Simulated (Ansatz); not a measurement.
## Relaxing a frame of liquid Na2CO3 from 1100 K (174 atoms)

Wanted: the relaxed structure of a frame of liquid Na2CO3 from 1100 K (174 atoms) and its electronic structure.

Main program and level: Ansatz 0.2.0; Kohn-Sham DFT, PBEsol, PAW (set soft_2), plane waves.

Most raw output is cut from this account.

### Step 1. The structure

The cell holds 174 atoms: 29 C, 87 O and 58 Na. Its edges and angles: a = 13.697 Å, b = 13.697 Å, c = 13.697 Å, α = 90.0°, β = 90.0°, γ = 90.0°. 58 Na+, 29 CO3 2- placed at random, at 1.99 g/cm³; overlaps pushed apart, then 10 ps at 1500 K with harmonic planar carbonate ions with charges +1 on C and -1 on O; Joung-Cheatham ions (J. Phys. Chem. B 112, 9020 (2008)); charges of ions scaled by 0.8. Snapshot after 20 ps at 1100 K and fixed volume. The starting density is a measured one.

Limits known from the start: The network of bonds at the start is that of the classical potential that made the cell. Sampling is at Γ alone, for a cell whose shortest periodic width is 14 Å.

### Step 2. Single point at the start

The forces at the start show how far the geometry lies from a minimum of this functional.

Contents of input.yaml:

```yaml
crystal:
  lattice:
    - [13.69749, 0.0, 0.0]
    - [0.0, 13.69749, 0.0]
    - [0.0, 0.0, 13.69749]
  atoms:
    - { symbol: C, position: [0.2825, 0.21528, 0.88177] }
    - { symbol: O, position: [0.21869, 0.27806, 0.86024] }
    - { symbol: O, position: [0.25829, 0.14643, 0.93942] }
    - { symbol: O, position: [0.37326, 0.2223, 0.84658] }
    - { symbol: C, position: [0.70584, 0.29679, 0.52816] }
    - { symbol: O, position: [0.76314, 0.28848, 0.45488] }
    - { symbol: O, position: [0.74821, 0.31032, 0.60997] }
    - { symbol: O, position: [0.61168, 0.31981, 0.52471] }
    - { symbol: C, position: [0.33426, 0.50231, 0.98039] }
    - { symbol: O, position: [0.3749, 0.43167, 0.02285] }
    - { symbol: O, position: [0.31194, 0.48636, 0.88638] }
    - { symbol: O, position: [0.30862, 0.57478, 0.02605] }
    - { symbol: C, position: [0.47647, 0.84791, 0.61569] }
    - { symbol: O, position: [0.49021, 0.75583, 0.62483] }
    - { symbol: O, position: [0.40853, 0.88036, 0.56149] }
    - { symbol: O, position: [0.54597, 0.89331, 0.64668] }
    - { symbol: C, position: [0.96063, 0.66217, 0.23973] }
    - { symbol: O, position: [0.04564, 0.6304, 0.21346] }
    - { symbol: O, position: [0.95947, 0.69742, 0.31994] }
    - { symbol: O, position: [0.89294, 0.68188, 0.17953] }
    - { symbol: C, position: [0.07845, 0.37486, 0.55929] }
    - { symbol: O, position: [0.10282, 0.31506, 0.49767] }
    - { symbol: O, position: [0.12658, 0.42649, 0.61603] }
    - { symbol: O, position: [0.98531, 0.38837, 0.57522] }
    - { symbol: C, position: [0.42351, 0.48608, 0.618] }
    - { symbol: O, position: [0.49353, 0.51802, 0.56039] }
    - { symbol: O, position: [0.3415, 0.46054, 0.57652] }
    - { symbol: O, position: [0.43351, 0.49846, 0.70781] }
    - { symbol: C, position: [0.61558, 0.28648, 0.05588] }
    - { symbol: O, position: [0.52172, 0.26757, 0.04517] }
    - { symbol: O, position: [0.64439, 0.22872, 0.13076] }
    - { symbol: O, position: [0.65722, 0.28096, 0.96863] }
    [... 136 atom lines left out ...]
    - { symbol: Na, position: [0.95949, 0.99422, 0.6847] }
    - { symbol: Na, position: [0.48184, 0.23383, 0.50985] }
    - { symbol: Na, position: [0.18087, 0.4082, 0.96669] }
    - { symbol: Na, position: [0.70376, 0.81901, 0.61055] }
    - { symbol: Na, position: [0.75911, 0.08534, 0.14745] }
    - { symbol: Na, position: [0.40102, 0.69883, 0.4965] }
kpoints:
  mp_grid: { grid: [1, 1, 1] }
hamiltonian:
  xc: pbesol
scf:
  occupations: { method: fixed }
output:
  forces: true
  stress: true
  populations: true
  dos:
    method: { smearing: { sigma: 0.15 } }
    de: 0.1
    projected: { site_lists: { C: [C], Na: [Na], O: [O] } }
  eigenvalues: true
```

Command:

```bash
> ansatz run input.yaml --threads 4 --pin off --max-ram 8192MiB --backend cpu --events-out ev --progress --plain --runs-dir out
```

Elapsed: 74 s, on 4 threads of Intel Xeon Platinum 8259CL at 2.50GHz (Skylake/Cascade Lake), shared host; peak memory 4.6 GiB.

Numbers from this run:

* free energy: -141586.0318 eV
* free energy per atom: -813.7128 eV/atom
* SCF cycles: 12
* pressure: 4.477 GPa
* r.m.s. force component: 2.301 eV/Å
* longest force: 12.62 eV/Å
* Fermi energy: 3.481 eV
* gap (highest filled to lowest empty level): 0.9345 eV
* spilling of the projection: 0.007069

The r.m.s. force component of 2.3 eV/Å and the pressure of 4.5 GPa set the starting point.

Neighbours are counted within 3.09 Å (O-Na), 1.73 Å (O-C).

Length of the force by element and coordination:

```
element  coordination  atoms  mean length of the force (eV/Å)  spread   least   most
      C           all     29                             4.51    1.72    2.04   9.41
     Na           all     58                            0.663   0.295  0.0916   1.41
     Na             2      1                            0.445       0   0.445  0.445
     Na             3      2                            0.515   0.142   0.373  0.658
     Na             4      7                            0.719   0.314   0.218   1.24
     Na             5     21                            0.693   0.326   0.174   1.41
     Na             6     19                            0.597   0.266  0.0916   1.09
     Na             7      7                            0.757   0.256   0.253   1.09
     Na             8      1                            0.773       0   0.773  0.773
      O           all     87                             4.16    2.52   0.611   12.6
      O             3      7                             4.01    1.97    1.63   7.76
      O             4     35                             4.25    2.46    1.15   12.6
      O             5     32                             3.94    2.54   0.611   10.1
      O             6     13                             4.56    2.81    1.48   11.2
```

### Step 3. Relaxation

The atoms are relaxed in the fixed cell, aiming at the force tolerance of the input.

input.yaml, the sections that differ from step 2:

```yaml
output:
  forces: true
relax:
  f_tol: 0.05
  max_steps: 139
# crystal, kpoints, hamiltonian, scf: as in step 2
```

The job ended after 27 min (4 threads; peak memory 4.1 GiB).

Step by step (22 of 55):

```
step  energy less that of the first step (eV)  largest force component (eV/Å)
   1                                   0.0000                         12.0605
   4                                 -27.9134                          2.1078
   6                                 -32.1611                          0.8521
   9                                 -34.7351                          0.6475
  11                                 -35.8471                          0.9340
  14                                 -36.9337                          0.2943
  16                                 -37.3625                          0.2337
  19                                 -38.1011                          0.3021
  22                                 -38.6573                          0.4306
  24                                 -38.9211                          0.3364
  27                                 -39.2185                          0.0835
  29                                 -39.2605                          0.1348
  32                                 -39.3201                          0.7475
  34                                 -39.4110                          0.2610
  37                                 -39.4623                          0.1162
  40                                 -39.5310                          0.0746
  42                                 -39.5671                          0.2213
  45                                 -39.6552                          0.0957
  47                                 -39.6807                          0.3638
  50                                 -39.6989                          0.0454
  52                                 -39.7057                          0.0648
  55                                 -39.7154                          0.0315
```

Relaxation steps 35, 51 were tried and not accepted.

The atoms that moved most (Å):

```
 atom      dx      dy      dz  length
Na134  -0.908   0.485  -2.345   2.561
Na125  -0.432  -0.813   1.717   1.948
Na131   0.680  -1.060  -1.418   1.897
  O44   0.831   0.053  -1.612   1.814
Na165   1.512   0.771  -0.632   1.811
  O91   0.350  -0.225   1.720   1.769
Na119  -0.754  -1.390  -0.645   1.708
  O82  -0.057   1.604   0.533   1.691
```

The relaxation changed the energy by -228 meV/atom, and atoms moved by 0.93 Å r.m.s., 2.6 Å at most.

### Step 4. Local order after relaxation

Bonds before and after, by the cutoffs listed below:

```
pair  bonds before  bonds after  mean before (Å)  mean after (Å)  spread before (Å)  spread after (Å)
O-Na           294          296            2.541           2.436              0.213             0.143
 O-C            87           87            1.267           1.297              0.050             0.007
```

Density 1.99 g/cm³, 14.77 Å³ an atom.

g(r), total and by pair (bins of 0.2 Å):

```
r (Å)  total   O-O  O-Na    O-C  Na-Na  Na-C   C-C
 1.20   2.37  0.00  0.00  14.20   0.00  0.00  0.00
 1.40   1.16  0.00  0.00   6.90   0.00  0.00  0.00
 1.60   0.00  0.00  0.00   0.00   0.00  0.00  0.00
 1.80   0.00  0.00  0.00   0.00   0.00  0.00  0.00
 2.00   0.00  0.00  0.00   0.00   0.00  0.00  0.00
 2.20   1.70  4.69  1.58   0.00   0.00  0.00  0.00
 2.40   2.24  0.00  6.71   0.00   0.00  0.00  0.00
 2.60   0.55  0.00  1.31   0.00   0.00  1.05  0.00
 2.80   0.65  0.00  0.53   0.00   0.15  4.13  0.00
 3.00   0.52  0.18  0.18   0.09   1.07  2.50  0.00
 3.20   1.02  1.05  0.51   0.47   1.89  2.67  0.00
 3.40   1.06  1.25  0.58   0.53   1.58  2.53  0.62
 3.60   1.08  1.46  0.78   0.49   1.78  1.42  0.55
 3.80   0.99  1.29  0.96   0.82   1.32  0.47  0.68
 4.00   1.12  1.08  1.28   1.42   1.29  0.23  0.75
 4.20   1.03  0.99  1.11   1.62   0.89  0.24  0.69
 4.40   1.15  1.01  1.04   2.17   1.02  0.32  1.51
 4.60   0.96  0.90  0.90   1.66   0.63  0.43  1.37
 4.80   0.84  0.92  0.84   0.90   0.98  0.21  1.69
 5.00   0.93  0.99  0.86   1.23   0.82  0.54  1.37
 5.20   1.03  1.23  1.02   0.92   0.79  0.74  2.17
 5.40   1.07  1.22  0.96   0.83   0.97  1.27  1.93
 5.60   1.02  1.06  1.08   0.74   0.99  1.13  1.40
 5.80   1.00  0.99  0.94   0.90   1.03  1.32  0.80
 6.00   1.06  0.90  0.97   1.00   1.40  1.44  1.23
 6.20   1.04  0.85  1.06   1.00   1.14  1.43  0.95
 6.40   1.03  0.95  0.98   1.19   1.02  1.18  0.59
 6.60   0.92  0.93  0.94   0.85   1.10  0.96  0.28
```

Bonds by pair of elements; cutoffs follow the first minimum of g(r), held within bounds set by covalent radii, and pairs that aren't listed don't count as bonded:

```
pair A-B  cutoff (Å)  bonds  mean length (Å)  spread (Å)  shortest (Å)  B about A  A about B
    O-Na        2.98    296             2.44       0.143          2.22       3.40       5.10
     O-C        1.73     87             1.30       0.007          1.28          1          3
```

How many atoms have how many bonded neighbours:

```
element  mean   3   4   5   6  7
      C     3  29   0   0   0  0
     Na  5.10   0  13  28  15  2
      O  4.40   5  44  36   2  0
```

Bond angles, per cent of each kind in bins of 5°:

```
angle (°)  O-Na-O  Na-O-Na  C-O-Na  O-C-O
    45–50     0.6      0.0     0.0    0.0
    50–55     7.0      0.0     0.0    0.0
    55–60     2.9      0.0     0.0    0.0
    60–65     0.0      0.0     0.0    0.0
    65–70     0.2      1.3     0.3    0.0
    70–75     0.8      4.0     1.0    0.0
    75–80     4.2     11.3     3.0    0.0
    80–85     8.0      9.1     5.4    0.0
    85–90     9.9     13.9    14.2    0.0
    90–95    10.1      7.8    13.9    0.0
   95–100     6.4      9.4     8.1    0.0
  100–105     7.0      5.6     3.7    0.0
  105–110     5.0      5.1     6.1    0.0
  110–115     6.7      3.8     4.4    0.0
  115–120     4.3      2.9     6.8   50.6
  120–125     3.8      4.3     6.1   49.4
  125–130     3.4      3.8     7.1    0.0
  130–135     3.5      2.9     3.4    0.0
  135–140     3.4      1.6     3.0    0.0
  140–145     3.8      1.6     2.0    0.0
  145–150     1.8      2.4     3.7    0.0
  150–155     2.6      1.9     2.0    0.0
  155–160     1.1      1.9     1.4    0.0
  160–165     1.3      0.8     1.4    0.0
  165–170     1.0      2.7     1.4    0.0
  170–175     1.1      1.1     1.0    0.0
  175–180     0.2      0.8     0.7    0.0
```

Bond angles (no mean is given where the spread exceeds 20°):

```
  angle  count  mean (°)  spread (°)
 O-Na-O    625         -           -
Na-O-Na    373         -           -
 C-O-Na    296         -           -
  O-C-O     87       120         0.8
```

Bond length by coordination (bonds to H left out):

```
element  coordination  atoms  mean bond length (Å)
     Na             4     13                  2.38
     Na             5     28                  2.41
     Na             6     15                  2.49
     Na             7      2                  2.52
      O             3      5                  1.99
      O             4     44                  2.12
      O             5     36                  2.24
      O             6      2                  2.34
```

By these cutoffs all C atoms have 3, 48 % of Na atoms have 5 and 51 % of O atoms have 4 bonded neighbours.

(Part 1 of 2 ends here.)

[Logs are printed without paths, hosts, clocks, repeated set-up lines and the standing remarks that a program may print on its own settings, such as how far it seeks lower states.]

[Hosts, paths, dates, database ids (printed as entryN), source tags and the programs' standing remarks are cut or masked in the printed files.]
